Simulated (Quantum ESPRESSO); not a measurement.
## E(M) of FePt (Tetraferroplatinum)

How stiff is the total moment of FePt (Tetraferroplatinum), and does E(M) have further minima?

Method: PBE; plane waves with GBRV 1.5 PBE potentials, no spin-orbit coupling, in Quantum ESPRESSO 7.5.

## (1) Starting point

It takes space group P4/mmm (No. 123, tetragonal). The conventional cell has a = 2.724 Å, b = 2.724 Å, c = 3.720 Å, α = 90.00°, β = 90.00°, γ = 90.00°. Fe has 8 Pt at 2.68 Å and 4 Fe at 2.72 Å nearest. Nearest to Pt lie 8 Fe at 2.68 Å and 4 Pt at 2.72 Å. Farther neighbours are not listed.

The cell comes from the Crystallography Open Database.

## (2) No moment imposed

ASE passes magmoms on as starting_magnetization. pw.x reads values of 1 or more as Bohr magnetons; where all are smaller, it reads them as fractions of the valence charge.

Contents of pw.py:

```python
from ase import Atoms
from ase.calculators.espresso import Espresso, EspressoProfile

atoms = Atoms(['Fe', 'Pt'],
    cell=[[2.7235, 0.0, 0.0],
         [0.0, 2.7235, 0.0],
         [0.0, 0.0, 3.72]],
    scaled_positions=[[0.0, 0.0, 0.0],
         [0.5, 0.5, 0.5]],
    pbc=True,
    magmoms=[2.8, 0.0])
input_data = {
    'control': {'calculation': 'scf', 'prefix': 'pwscf', 'outdir': './tmp', 'disk_io': 'nowf', 'tprnfor': True, 'tstress': True},
    'system': {'ecutwfc': 40.0, 'ecutrho': 280.0, 'nbnd': 24, 'occupations': 'smearing', 'smearing': 'fd', 'degauss': 0.00734986, 'nspin': 2},
    'electrons': {'conv_thr': 4e-09, 'electron_maxstep': 150, 'mixing_beta': 0.3},
}
atoms.calc = Espresso(
    profile=EspressoProfile(command='mpirun -n 2 pw.x -nk 2', pseudo_dir='pseudo'),
    pseudopotentials={'Pt': 'pt_pbe_v1.4.uspp.F.UPF', 'Fe': 'fe_pbe_v1.5.uspp.F.UPF'},
    input_data=input_data,
    kpts=(10, 10, 10),
    koffset=(0, 0, 0))
atoms.get_potential_energy()
energy = atoms.calc.results['free_energy']
print(f'free energy: {energy:.6f} eV')
print('site moments (muB):', atoms.get_magnetic_moments().round(3))
```

The run is started by

```bash
OMP_NUM_THREADS=1 python3 pw.py > pw.log
```

The log of the run:

```text
free energy: -6273.305947 eV
site moments (muB): [3.008 0.404]

--- espresso.pwo ---
Program PWSCF v.7.5 starts

Warning: card &CELL ignored
Warning: card &FCP ignored
Warning: card &RISM ignored

     Message from routine setup:
     using ibrav=0 with symmetry is DISCOURAGED, use correct ibrav instead

     K-points division:     npool     =       2
     Subspace diagonalization in iterative solution of the eigenvalue problem:

     G-vector sticks info
     --------------------
     sticks:   dense  smooth     PW     G-vecs:    dense   smooth      PW
     Sum         593     341    109                14725     6385    1205

     Using Slab Decomposition

     bravais-lattice index     =            0
     lattice parameter (alat)  =       5.1467  a.u.
     unit-cell volume          =     186.2063 (a.u.)^3
     number of atoms/cell      =            2
     number of atomic types    =            2
     number of electrons       =        32.00
     number of Kohn-Sham states=           24
     kinetic-energy cutoff     =      40.0000  Ry
     charge density cutoff     =     280.0000  Ry
     scf convergence threshold =      4.0E-09
     mixing beta               =       0.3000
     number of iterations used =            8  plain     mixing
     Exchange-correlation=  SLA  PW   PBX  PBC
                           (   1   4   3   4   0   0   0)

     celldm(1)=   5.146669  celldm(2)=   0.000000  celldm(3)=   0.000000
     celldm(4)=   0.000000  celldm(5)=   0.000000  celldm(6)=   0.000000

     crystal axes: (cart. coord. in units of alat)
               a(1) = (   1.000000   0.000000   0.000000 )
               a(2) = (   0.000000   1.000000   0.000000 )
               a(3) = (   0.000000   0.000000   1.365889 )

     reciprocal axes: (cart. coord. in units 2 pi/alat)
               b(1) = (  1.000000  0.000000  0.000000 )
               b(2) = (  0.000000  1.000000  0.000000 )
               b(3) = (  0.000000  0.000000  0.732124 )

     PseudoPot. # 1 for Fe read from file:
     fe_pbe_v1.5.uspp.F.UPF
     Pseudo is Ultrasoft + core correction, Zval = 16.0
     Generated by new atomic code, or converted to UPF format
     Using radial grid of  861 points,  6 beta functions with:
                l(1) =   0
                l(2) =   0
                l(3) =   1
                l(4) =   1
                l(5) =   2
                l(6) =   2
     Q(r) pseudized with  8 coefficients,  rinner =    1.000   1.000   1.000
                                                       1.000   1.000

     PseudoPot. # 2 for Pt read from file:
     pt_pbe_v1.4.uspp.F.UPF
     Pseudo is Ultrasoft + core correction, Zval = 16.0
     Generated by new atomic code, or converted to UPF format
     Using radial grid of  985 points,  6 beta functions with:
                l(1) =   0
                l(2) =   0
                l(3) =   1
                l(4) =   1
                l(5) =   2
                l(6) =   2
     Q(r) pseudized with  8 coefficients,  rinner =    1.300   1.300   1.300
                                                       1.300   1.300

     atomic species   valence    mass     pseudopotential
     Fe               16.00    55.84500     Fe( 1.00)
     Pt               16.00   195.08400     Pt( 1.00)

     Starting magnetic structure
     atomic species   magnetization
     Fe              0.175
     Pt              0.000

     16 Sym. Ops., with inversion, found

   Cartesian axes

     site n.     atom                  positions (alat units)
         1        Fe     tau(   1) = (   0.0000000   0.0000000   0.0000000  )
         2        Pt     tau(   2) = (   0.5000000   0.5000000   0.6829447  )

     number of k points=   126  Fermi-Dirac smearing, width (Ry)=  0.0073

     Number of k-points >= 100: set verbosity='high' to print them.

     Dense  grid:    14725 G-vectors     FFT dimensions: (  27,  27,  40)

     Smooth grid:     6385 G-vectors     FFT dimensions: (  24,  24,  30)

     Check: negative core charge=   -0.000027
     Generating pointlists ...
     new r_m :   0.4055 (alat units)  2.0870 (a.u.) for type    1
     new r_m :   0.4055 (alat units)  2.0870 (a.u.) for type    2

     Initial potential from superposition of free atoms

     starting charge      30.5000, renormalised to      32.0000

     negative rho (up, down):  9.890E-02 9.898E-02
     Starting wfcs are   25 randomized atomic wfcs

     Self-consistent Calculation

     iteration #  1     ecut=    40.00 Ry     beta= 0.30
     Davidson diagonalization with overlap
     ethr =  1.00E-02,  avg # of iterations =  4.2

     negative rho (up, down):  9.169E-02 9.167E-02

     total energy              =    -458.56044074 Ry
     estimated scf accuracy    <       8.16879205 Ry

     total magnetization       =     0.76 Bohr mag/cell
     absolute magnetization    =     0.94 Bohr mag/cell

     iteration #  2     ecut=    40.00 Ry     beta= 0.30
     Davidson diagonalization with overlap
     ethr =  1.00E-02,  avg # of iterations =  2.1

     negative rho (up, down):  9.241E-02 9.237E-02

     total energy              =    -460.01738695 Ry
     estimated scf accuracy    <      14.21320782 Ry

     total magnetization       =     0.77 Bohr mag/cell
     absolute magnetization    =     0.85 Bohr mag/cell

     iteration #  3     ecut=    40.00 Ry     beta= 0.30
     Davidson diagonalization with overlap
     ethr =  1.00E-02,  avg # of iterations =  2.1

     negative rho (up, down):  9.200E-02 9.115E-02

     total energy              =    -461.01807125 Ry
     estimated scf accuracy    <       0.30898426 Ry

     total magnetization       =     2.94 Bohr mag/cell
     absolute magnetization    =     2.97 Bohr mag/cell

     [... further iterations left out ...]

     iteration # 11     ecut=    40.00 Ry     beta= 0.30
     Davidson diagonalization with overlap
     ethr =  4.56E-08,  avg # of iterations =  2.0

     negative rho (up, down):  9.169E-02 8.762E-02

     total energy              =    -461.07952132 Ry
     estimated scf accuracy    <       0.00001031 Ry

     total magnetization       =     3.35 Bohr mag/cell
     absolute magnetization    =     3.53 Bohr mag/cell

     iteration # 12     ecut=    40.00 Ry     beta= 0.30
     Davidson diagonalization with overlap
     ethr =  3.22E-08,  avg # of iterations =  1.0

     negative rho (up, down):  9.170E-02 8.761E-02

     total energy              =    -461.07952285 Ry
     estimated scf accuracy    <       0.00000023 Ry

     total magnetization       =     3.35 Bohr mag/cell
     absolute magnetization    =     3.53 Bohr mag/cell

     iteration # 13     ecut=    40.00 Ry     beta= 0.30
     Davidson diagonalization with overlap
     ethr =  7.12E-10,  avg # of iterations =  2.5

     negative rho (up, down):  9.170E-02 8.761E-02

     total energy              =    -461.07952303 Ry
     estimated scf accuracy    <       0.00000010 Ry

     total magnetization       =     3.35 Bohr mag/cell
     absolute magnetization    =     3.53 Bohr mag/cell

     iteration # 14     ecut=    40.00 Ry     beta= 0.30
     Davidson diagonalization with overlap
     ethr =  3.14E-10,  avg # of iterations =  1.3

     negative rho (up, down):  9.170E-02 8.761E-02

     Magnetic moment per site  (integrated on atomic sphere of radius R)
     atom   1 (R=0.406)  charge= 14.7156  magn=  3.0084
     atom   2 (R=0.406)  charge= 13.8027  magn=  0.4036

     End of self-consistent calculation

     Number of k-points >= 100: set verbosity='high' to print the bands.

     the Fermi energy is    20.0008 ev

!    total energy              =    -461.07952307 Ry
     estimated scf accuracy    <          2.1E-09 Ry
     smearing contrib. (-TS)   =      -0.00311466 Ry
     internal energy E=F+TS    =    -461.07640842 Ry

     The total energy is F=E-TS. E is the sum of the following terms:
     one-electron contribution =    -144.03787792 Ry
     hartree contribution      =      95.43226273 Ry
     xc contribution           =     -86.19738201 Ry
     ewald contribution        =    -326.27341122 Ry

     total magnetization       =     3.35 Bohr mag/cell
     absolute magnetization    =     3.53 Bohr mag/cell

     convergence has been achieved in  14 iterations

     negative rho (up, down):  9.170E-02 8.761E-02

     Forces acting on atoms (cartesian axes, Ry/au):

     atom    1 type  1   force =     0.00000000    0.00000000    0.00000000
     atom    2 type  2   force =     0.00000000    0.00000000    0.00000000

     Total force =     0.000000     Total SCF correction =     0.000000

     Computing stress (Cartesian axis) and pressure

     negative rho (up, down):  9.170E-02 8.761E-02
          total   stress  (Ry/bohr**3)                   (kbar)     P=       32.36
   0.00021458   0.00000000   0.00000000           31.57        0.00        0.00
   0.00000000   0.00021458   0.00000000            0.00       31.57        0.00
   0.00000000   0.00000000   0.00023086            0.00        0.00       33.96

=------------------------------------------------------------------------------=
   JOB DONE.
=------------------------------------------------------------------------------=
```

Elapsed: 50 s, on 2 MPI ranks of Arm Neoverse V1, shared host; peak memory 0.3 GiB; 99 s of CPU time.

Spin moment in the atom's sphere by atom:

```
atom  spin moment in the atom's sphere (μB)
 Fe1                                   3.01
 Pt2                                   0.40
```

This step gave:

```yaml
smearing_term_ts: 0.04238 eV
pressure: 3.236 GPa
magnetization: 3.35 μB
absolute_magnetization: 3.529 μB
final_state: ferromagnetic
```

## (3) Moment fixed at 0 μB

The two spin channels are filled to separate Fermi energies, so that the total moment meets the target. Half of the up one less the down one is the slope dE/dM.

pw.py: that of step 2 with these lines changed.

```diff
@@ -10,6 +10,6 @@
     pbc=True,
-    magmoms=[2.8, 0.0])
+    magmoms=[0.14, 0.0])
 input_data = {
     'control': {'calculation': 'scf', 'prefix': 'pwscf', 'outdir': './tmp', 'disk_io': 'nowf', 'tprnfor': True, 'tstress': True},
-    'system': {'ecutwfc': 40.0, 'ecutrho': 280.0, 'nbnd': 24, 'occupations': 'smearing', 'smearing': 'fd', 'degauss': 0.00734986, 'nspin': 2},
+    'system': {'ecutwfc': 40.0, 'ecutrho': 280.0, 'nbnd': 25, 'occupations': 'smearing', 'smearing': 'fd', 'degauss': 0.00734986, 'nspin': 2, 'tot_magnetization': 0.0},
     'electrons': {'conv_thr': 4e-09, 'electron_maxstep': 150, 'mixing_beta': 0.3},
```

The run is started by

```bash
OMP_NUM_THREADS=1 python3 pw.py > pw.log
```

The log of the run:

```text
     [... lines left out ...]
free energy: -6272.544194 eV
site moments (muB): [ 0. -0.]
--- espresso.pwo ---
Program PWSCF v.7.5 starts
     [... lines left out ...]
     number of atoms/cell      =            2
     [... lines left out ...]
     number of electrons       =        32.00 (up:  16.00, down:  16.00)
     number of Kohn-Sham states=           25
     kinetic-energy cutoff     =      40.0000  Ry
     charge density cutoff     =     280.0000  Ry
     scf convergence threshold =      4.0E-09
     [... lines left out ...]
     16 Sym. Ops., with inversion, found
     [... lines left out ...]
     number of k points=   126  Fermi-Dirac smearing, width (Ry)=  0.0073
     [... lines left out ...]
     iteration # 19     ecut=    40.00 Ry     beta= 0.30
     [... lines left out ...]
     Magnetic moment per site  (integrated on atomic sphere of radius R)
     atom   1 (R=0.406)  charge= 14.7864  magn=  0.0000
     atom   2 (R=0.406)  charge= 13.7357  magn= -0.0000
     [... lines left out ...]
     the spin up/dw Fermi energies are    19.8298   19.8299 ev
!    total energy              =    -461.02353523 Ry
     estimated scf accuracy    <          1.7E-09 Ry
     smearing contrib. (-TS)   =      -0.01061271 Ry
     [... lines left out ...]
     total magnetization       =    -0.00 Bohr mag/cell
     absolute magnetization    =     0.00 Bohr mag/cell
     convergence has been achieved in  19 iterations
     [... lines left out ...]
     Total force =     0.000000     Total SCF correction =     0.000000
     [... lines left out ...]
          total   stress  (Ry/bohr**3)                   (kbar)     P=     -132.46
     [... lines left out ...]
```

Elapsed: 71 s, on 2 MPI ranks; peak memory 0.31 GiB; 2.3 min of CPU time.

Read from the output:

```
magnetization                                 : 0 μB
absolute magnetization                        : 0 μB
half the difference of the two Fermi energies : 0 meV
largest moment                                : 0 μB
```

## (4) Moment fixed at 0.565 μB

pw.py: that of step 3 with these lines changed.

```diff
@@ -10,6 +10,6 @@
     pbc=True,
-    magmoms=[0.14, 0.0])
+    magmoms=[0.565, 0.0])
 input_data = {
     'control': {'calculation': 'scf', 'prefix': 'pwscf', 'outdir': './tmp', 'disk_io': 'nowf', 'tprnfor': True, 'tstress': True},
-    'system': {'ecutwfc': 40.0, 'ecutrho': 280.0, 'nbnd': 25, 'occupations': 'smearing', 'smearing': 'fd', 'degauss': 0.00734986, 'nspin': 2, 'tot_magnetization': 0.0},
+    'system': {'ecutwfc': 40.0, 'ecutrho': 280.0, 'nbnd': 26, 'occupations': 'smearing', 'smearing': 'fd', 'degauss': 0.00734986, 'nspin': 2, 'tot_magnetization': 0.565},
     'electrons': {'conv_thr': 4e-09, 'electron_maxstep': 150, 'mixing_beta': 0.3},
```

The run is started by

```bash
OMP_NUM_THREADS=1 python3 pw.py > pw.log
```

The log of the run:

```text
     [... lines left out ...]
free energy: -6272.578205 eV
site moments (muB): [ 0.612 -0.018]
--- espresso.pwo ---
Program PWSCF v.7.5 starts
     [... lines left out ...]
     number of atoms/cell      =            2
     [... lines left out ...]
     number of electrons       =        32.00 (up:  16.28, down:  15.72)
     number of Kohn-Sham states=           26
     kinetic-energy cutoff     =      40.0000  Ry
     charge density cutoff     =     280.0000  Ry
     scf convergence threshold =      4.0E-09
     [... lines left out ...]
     16 Sym. Ops., with inversion, found
     [... lines left out ...]
     number of k points=   126  Fermi-Dirac smearing, width (Ry)=  0.0073
     [... lines left out ...]
     iteration # 17     ecut=    40.00 Ry     beta= 0.30
     [... lines left out ...]
     Magnetic moment per site  (integrated on atomic sphere of radius R)
     atom   1 (R=0.406)  charge= 14.7839  magn=  0.6123
     atom   2 (R=0.406)  charge= 13.7388  magn= -0.0175
     [... lines left out ...]
     the spin up/dw Fermi energies are    19.7230   19.9586 ev
!    total energy              =    -461.02603499 Ry
     estimated scf accuracy    <          3.0E-09 Ry
     smearing contrib. (-TS)   =      -0.01071937 Ry
     [... lines left out ...]
     total magnetization       =     0.57 Bohr mag/cell
     absolute magnetization    =     0.68 Bohr mag/cell
     convergence has been achieved in  17 iterations
     [... lines left out ...]
     Total force =     0.000000     Total SCF correction =     0.000000
     [... lines left out ...]
          total   stress  (Ry/bohr**3)                   (kbar)     P=     -123.97
     [... lines left out ...]
```

The job ended after 64 s (2 MPI ranks; peak memory 0.31 GiB).

Spin moment in the atom's sphere by atom:

```csv
atom,spin moment in the atom's sphere (μB)
Fe1,0.612
Pt2,-0.018
```

Read from the output:

```yaml
magnetization: 0.565 μB
absolute_magnetization: 0.676 μB
half_the_difference_of_the_two_fermi_energies: -117.8 meV
```

## (5) Moment fixed at 1.131 μB

pw.py: that of step 4 with these lines changed.

```diff
@@ -10,6 +10,6 @@
     pbc=True,
-    magmoms=[0.565, 0.0])
+    magmoms=[1.131, 0.0])
 input_data = {
     'control': {'calculation': 'scf', 'prefix': 'pwscf', 'outdir': './tmp', 'disk_io': 'nowf', 'tprnfor': True, 'tstress': True},
-    'system': {'ecutwfc': 40.0, 'ecutrho': 280.0, 'nbnd': 26, 'occupations': 'smearing', 'smearing': 'fd', 'degauss': 0.00734986, 'nspin': 2, 'tot_magnetization': 0.565},
+    'system': {'ecutwfc': 40.0, 'ecutrho': 280.0, 'nbnd': 26, 'occupations': 'smearing', 'smearing': 'fd', 'degauss': 0.00734986, 'nspin': 2, 'tot_magnetization': 1.131},
     'electrons': {'conv_thr': 4e-09, 'electron_maxstep': 150, 'mixing_beta': 0.3},
```

The run is started by

```bash
OMP_NUM_THREADS=1 python3 pw.py > pw.log
```

The log of the run:

```text
     [... lines left out ...]
free energy: -6272.675562 eV
site moments (muB): [ 1.208 -0.02 ]
--- espresso.pwo ---
Program PWSCF v.7.5 starts
     [... lines left out ...]
     number of atoms/cell      =            2
     [... lines left out ...]
     number of electrons       =        32.00 (up:  16.57, down:  15.43)
     number of Kohn-Sham states=           26
     kinetic-energy cutoff     =      40.0000  Ry
     charge density cutoff     =     280.0000  Ry
     scf convergence threshold =      4.0E-09
     [... lines left out ...]
     16 Sym. Ops., with inversion, found
     [... lines left out ...]
     number of k points=   126  Fermi-Dirac smearing, width (Ry)=  0.0073
     [... lines left out ...]
     iteration # 16     ecut=    40.00 Ry     beta= 0.30
     [... lines left out ...]
     Magnetic moment per site  (integrated on atomic sphere of radius R)
     atom   1 (R=0.406)  charge= 14.7776  magn=  1.2078
     atom   2 (R=0.406)  charge= 13.7463  magn= -0.0198
     [... lines left out ...]
     the spin up/dw Fermi energies are    19.6404   20.0923 ev
!    total energy              =    -461.03319060 Ry
     estimated scf accuracy    <          1.4E-09 Ry
     smearing contrib. (-TS)   =      -0.01101716 Ry
     [... lines left out ...]
     total magnetization       =     1.13 Bohr mag/cell
     absolute magnetization    =     1.32 Bohr mag/cell
     convergence has been achieved in  16 iterations
     [... lines left out ...]
     Total force =     0.000000     Total SCF correction =     0.000000
     [... lines left out ...]
          total   stress  (Ry/bohr**3)                   (kbar)     P=     -103.16
     [... lines left out ...]
```

It took 61 s on 2 MPI ranks; peak memory 0.31 GiB.

This step gave:

```yaml
magnetization: 1.131 μB
absolute_magnetization: 1.322 μB
half_the_difference_of_the_two_fermi_energies: -225.9 meV
largest_moment: 1.208 μB
```

## (6) All moments

The runs not shown differ in the target, the start and the number of states alone. The point at 3.35 μB is the free run, entered with slope zero.

Energy over the lowest against total spin moment:

| total spin moment (μB a cell) | energy over the lowest (meV a cell) |
| --- | --- |
| 0.00 | 762 |
| 0.56 | 728 |
| 1.13 | 630 |
| 1.70 | 474 |
| 2.26 | 278 |
| 2.83 | 90.1 |
| 3.35 | 0 |
| 3.39 | 0.838 |
| 3.96 | 190 |
| 4.52 | 752 |

dE/dM against total spin moment:

| total spin moment (μB a cell) | dE/dM (meV/μB) |
| --- | --- |
| 0.00 | -0.0113 |
| 0.56 | -118 |
| 1.13 | -226 |
| 1.70 | -322 |
| 2.26 | -357 |
| 2.83 | -284 |
| 3.35 | 0 |
| 3.39 | 40.1 |
| 3.96 | 660 |
| 4.52 | 1290 |

The largest site moment by total spin moment:

```csv
total spin moment (μB a cell),largest site moment (μB)
0.00,3.6e-5
0.56,0.612
1.13,1.21
1.70,1.78
2.26,2.28
2.83,2.69
3.35,3.01
3.39,3.03
3.96,3.32
4.52,3.54
```

## (7) Summary of results

* moment of the free run: 3.35 μB a cell
* energy at zero total moment: 762 meV a cell over the lowest
* ΔE/ΔM² from the lowest point to 3.96 and to 2.83 μB: 514 and 328 meV/μB²

**Reading.** At zero total moment the site moments vanish, so the 762 meV a cell is the energy of forming them. The points show one minimum alone. The cell holds one seeded atom, so opposed orders, which may lie lower, cannot form in it. Energies are free energies at an electronic temperature of 1160 K, which lowers moments and differences where the moments are itinerant.

[Logs and program files are shortened in this print: banners, set-up blocks, solver, clock and traceback lines can be left out without a mark of their own.]

[Logs are printed without paths, hosts, clocks, repeated set-up lines and the standing remarks that a program may print on its own settings, such as how far it seeks lower states.]

[Hosts, paths, dates, database ids (printed as entryN), source tags and the programs' standing remarks are cut or masked in the printed files.]

[Where a cell is said to come from a database of computed structures, the database is the Materials Project.]
